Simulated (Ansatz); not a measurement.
Li2MgGeS4 (stannite) (I-42m), computed twice by G0W0.

The structure was built from a prototype and need not be the compound's stable phase.

Symmetry: I-42m, No. 121, tetragonal system. The conventional cell has a = 5.436 Å, b = 5.436 Å, c = 11.009 Å, α = 90.00°, β = 90.00°, γ = 90.00°. Li has 4 S at 2.38 Å nearest. Mg has 4 S at 2.47 Å nearest. Nearest to Ge lie 4 S at 2.23 Å. S has 1 Ge at 2.23 Å and 2 Li at 2.38 Å and 1 Mg at 2.47 Å nearest. It derives from Ge1Li2Mg1S4. Farther neighbours and most contacts between anions are not listed.

```xyz
8
Lattice="-2.7181 2.7181 5.5043 2.7181 -2.7181 5.5043 2.7181 2.7181 -5.5043" Properties=species:S:1:pos:R:3 pbc="T T T"
Li    0.0000    2.7181    2.7521
Li    2.7181    0.0000    2.7521
Mg    0.0000    0.0000    0.0000
Ge    0.0000    0.0000    5.5043
S     1.2550    1.2550    6.8531
S     1.2550   -1.2550    4.1555
S    -1.2550    1.2550    4.1555
S     1.4631    1.4631    1.3488
```

The structure was relaxed with PBEsol. The runs that relaxed it are not among those shown. PAW set soft_2, made with PBE.

The first (Ansatz 0.2.0; start PBEsol, 4×4×4 mesh, 485 empty bands, screening to 120 eV; 4 threads of Arm Neoverse N1, shared host) gave, on its mesh: starting gap 2.59 eV, G0W0 gap 4.25 eV, RPA ε∞ (mean) 4.33, 19 min.

The second gave: starting gap 2.59 eV, G0W0 gap 4.16 eV, RPA ε∞ (mean) 4.37, 1.7 min.

Q: What was changed in the input? Choose among start, files, mesh, bands and cutoff, frequency model or another key.

Changed: empty bands from 485 to 122 and screening cutoff (eV) from 120.0 to 48. The starting gap stayed, which rules out the functional and points to the GW step. Other changes could give like numbers; this is the one that was made.

Limits: not at the basis limit; no spin-orbit coupling.

[Paths, hosts, dates, memory and timing lines, banners, echoed tables and standing remarks are left out of the program output.]

[Logs are printed without paths, hosts, clocks, repeated set-up lines and the standing remarks that a program may print on its own settings, such as how far it seeks lower states.]

[Runs of the session that timed out or met a known fault of the program may be left out.]

[Cells called generated may have been cut or substituted from an entry of the Crystallography Open Database or the Materials Project.]

[Hosts, paths, dates, database ids (printed as entryN), source tags and the programs' standing remarks are cut or masked in the printed files.]
